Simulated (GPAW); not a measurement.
# puckered PAs monolayer in an electric field, part 3 of 3

Wanted: the out-of-plane polarisability of puckered PAs monolayer.

GPAW 26.7.0; GPAW, PAW setups; layer in a repeated cell with vacuum, relaxation of atoms and in-plane cell (the session's first sound run).

So far. Step 9 (Field on): The dipole is now 0.0872 e Å, against -3.3e-5 in the run without a field.

## 10. Field on

Level of this step: GPAW, PAW setups; slab in vacuum (GPAW).

Input file run.py:

```python
import json
import numpy as np
from ase import Atoms
from gpaw import GPAW, PW
from gpaw.external import ConstantElectricField

slab = Atoms(
    ['P', 'As', 'As', 'P'],
    positions=[
        [0.37123, -0.00000, 9.08283],
        [1.97898, 1.75203, 9.00000],
        [4.32917, 0.00000, 11.34989],
        [2.72142, 1.75203, 11.26708]],
    cell=[[4.70038, -0.0, 0.0], [-0.0, 3.50406, 0.0], [0.0, 0.0, 20.3499]],
    pbc=[True, True, False])

slab.calc = GPAW(mode=PW(400), xc='PBE', kpts={'size': (6, 8, 1), 'gamma': True},
                 occupations={'name': 'fermi-dirac', 'width': 0.05}, nbands='160%',
                 convergence={'density': 1e-05}, maxiter=200,
                 poissonsolver={'dipolelayer': 'xy'},
                 external=ConstantElectricField(0.3, [0, 0, 1]),
                 symmetry={'tolerance': 1e-3}, txt='slab.txt')
result = {}
energy = slab.get_potential_energy()
fermi = slab.calc.get_fermi_level()
v = slab.calc.get_electrostatic_potential().mean((0, 1)) - fermi
n = slab.calc.get_pseudo_density().mean((0, 1))
L = slab.cell[2, 2]
z = np.arange(len(v)) * L / len(v)
low, high = slab.positions[:, 2].min(), slab.positions[:, 2].max()
below, above = np.interp([low - 6.8, high + 6.8], z, v)
slopes = [np.interp(x, z, np.gradient(v, z)) for x in (low - 6.8, high + 6.8)]
eps = np.array([[slab.calc.get_eigenvalues(k, s) for k in range(len(slab.calc.get_ibz_k_points()))]
                for s in range(slab.calc.get_number_of_spins())]) - fermi
top, bottom = eps[eps < 0].max(), eps[eps > 0].min()
dipole = slab.get_dipole_moment()[2]
print(f'energy {energy:.4f} eV, Fermi level {fermi:.4f} eV, dipole {dipole:.5f} e A')
print(f'potential 6.8 A off the faces, from the Fermi level: lower {below:.4f} eV, upper {above:.4f} eV')
print(f'slope of the potential there: lower {slopes[0]:.5f}, upper {slopes[1]:.5f} eV/A')
print(f'nearest levels on the mesh: {top:.4f} and {bottom:.4f} eV')
print('magnetic moment', round(slab.get_magnetic_moment(), 3))
result.update(energy=energy, fermi=fermi, dipole=dipole, below=below, above=above, slopes=slopes, edges=[top, bottom],
              z=z.tolist(), v=v.tolist(), n=n.tolist(), positions=slab.positions.tolist(),
              forces=slab.get_forces(apply_constraint=False).tolist(), moments=slab.get_magnetic_moments().tolist())
json.dump(result, open('result.json', 'w'))
```

Run with:

```
> OMP_NUM_THREADS=1 OPENBLAS_NUM_THREADS=1 python run.py
```

Output:

```text
energy -19.7309 eV, Fermi level -1.7327 eV, dipole 0.13090 e A
potential 6.8 A off the faces, from the Fermi level: lower 5.1309 eV, upper 3.6926 eV
slope of the potential there: lower -0.00000, upper -0.00003 eV/A
nearest levels on the mesh: -0.4635 and 0.4532 eV
magnetic moment 0.0
```

The job ended after 55 s (1 thread of Arm Neoverse V1, shared host; peak memory 0.27 GiB).

Table of electrostatic potential energy of an electron (without an applied field's), less the Fermi level, planar mean by z:

```
z (Å)  electrostatic potential energy of an electron (without an applied field's), less the Fermi level, planar mean (eV)
    0                                                                                                                4.41
    1                                                                                                                5.13
    2                                                                                                                5.13
    3                                                                                                                5.13
    4                                                                                                                5.13
    5                                                                                                                5.13
    6                                                                                                                5.12
    7                                                                                                                4.97
    8                                                                                                                2.32
    9                                                                                                               -18.4
   10                                                                                                              -0.291
   11                                                                                                               -13.6
   12                                                                                                               -3.25
   13                                                                                                                3.33
   14                                                                                                                3.68
   15                                                                                                                3.69
   16                                                                                                                3.69
   17                                                                                                                3.69
   18                                                                                                                3.69
   19                                                                                                                3.69
   20                                                                                                                3.78
```

The dipole is now 0.131 e Å, against -3.3e-5 in the run without a field.

## 11. The series

The members are put on one axis.

This step: induced dipole against applied field (GPAW 26.7.0).

Dipole along the normal against field:

```
field (V/Å)  dipole along the normal (e·Å)
     -0.200                        -0.0872
     -0.100                        -0.0436
     -0.050                        -0.0218
      0.000                        -3.3e-5
      0.050                         0.0218
      0.100                         0.0436
      0.200                         0.0872
      0.300                          0.131
```

## 12. A changed run

One more run, with changed settings.

This step: GPAW, PAW setups; slab in vacuum (GPAW 26.7.0).

Edit run.py of step 10 so:

```diff
@@ -4,3 +4,2 @@
 from gpaw import GPAW, PW
-from gpaw.external import ConstantElectricField
 
@@ -16,7 +15,6 @@
 
-slab.calc = GPAW(mode=PW(400), xc='PBE', kpts={'size': (6, 8, 1), 'gamma': True},
+slab.calc = GPAW(mode=PW(400), xc='pbe96', kpts={'size': (6, 8, 1), 'gamma': True},
                  occupations={'name': 'fermi-dirac', 'width': 0.05}, nbands='160%',
-                 convergence={'density': 1e-05}, maxiter=200,
+                 convergence={'density': 1e-05}, maxiter=75,
                  poissonsolver={'dipolelayer': 'xy'},
-                 external=ConstantElectricField(0.3, [0, 0, 1]),
                  symmetry={'tolerance': 1e-3}, txt='slab.txt')
```

Output:

```text
NameError: Unknown functional: pbe96.
```

Elapsed: 0.88 s, on 1 thread; peak memory 0.1 GiB.

The input was rejected at the start.

The program's message: “NameError: Unknown functional: pbe96.”

The change that led to it: xc = "pbe96".

## 13. Summary of results

```
work function, both faces (Fermi level placed in the gap by the smearing)        : 4.40 eV
ionisation energy from the upper face (highest filled level on the mesh)         : 4.87 eV
electron affinity from the upper face (lowest empty Kohn-Sham level on the mesh) : 3.95 eV
dipole along the normal                                                          : -3.3e-5 e Å, near the numerical noise
induced dipole per field                                                         : 0.436 e Å per V/Å
out-of-plane polarisability per area, α/(ε0 A)                                   : 4.79 Å
```

**Reading.** The field induces 0.436 e Å per V/Å, a polarisable thickness α/(ε0 A) of 4.79 Å beside 2.35 Å between the outermost nuclei. A perfect conductor would give the distance between its two image planes; a dielectric of thickness t gives t(1 - 1/ε). The levels nearest the Fermi level on the mesh lie 0.921 eV apart, so the slab is gapped there: the smearing puts the Fermi level inside the gap, and from either face the ionisation energy is the work function plus 0.47 eV. Both are Kohn-Sham levels on the mesh, and semilocal gaps are too small, so the affinity tends to come out too large and the ionisation energy too small. The induced dipole is linear in the field over this range. The layer's cell and atoms come from the relaxation; spin-orbit coupling and temperature are left out.

[Logs are printed without paths, hosts, clocks, repeated set-up lines and the standing remarks that a program may print on its own settings, such as how far it seeks lower states.]

[Hosts, paths, dates, database ids (printed as entryN), source tags and the programs' standing remarks are cut or masked in the printed files.]
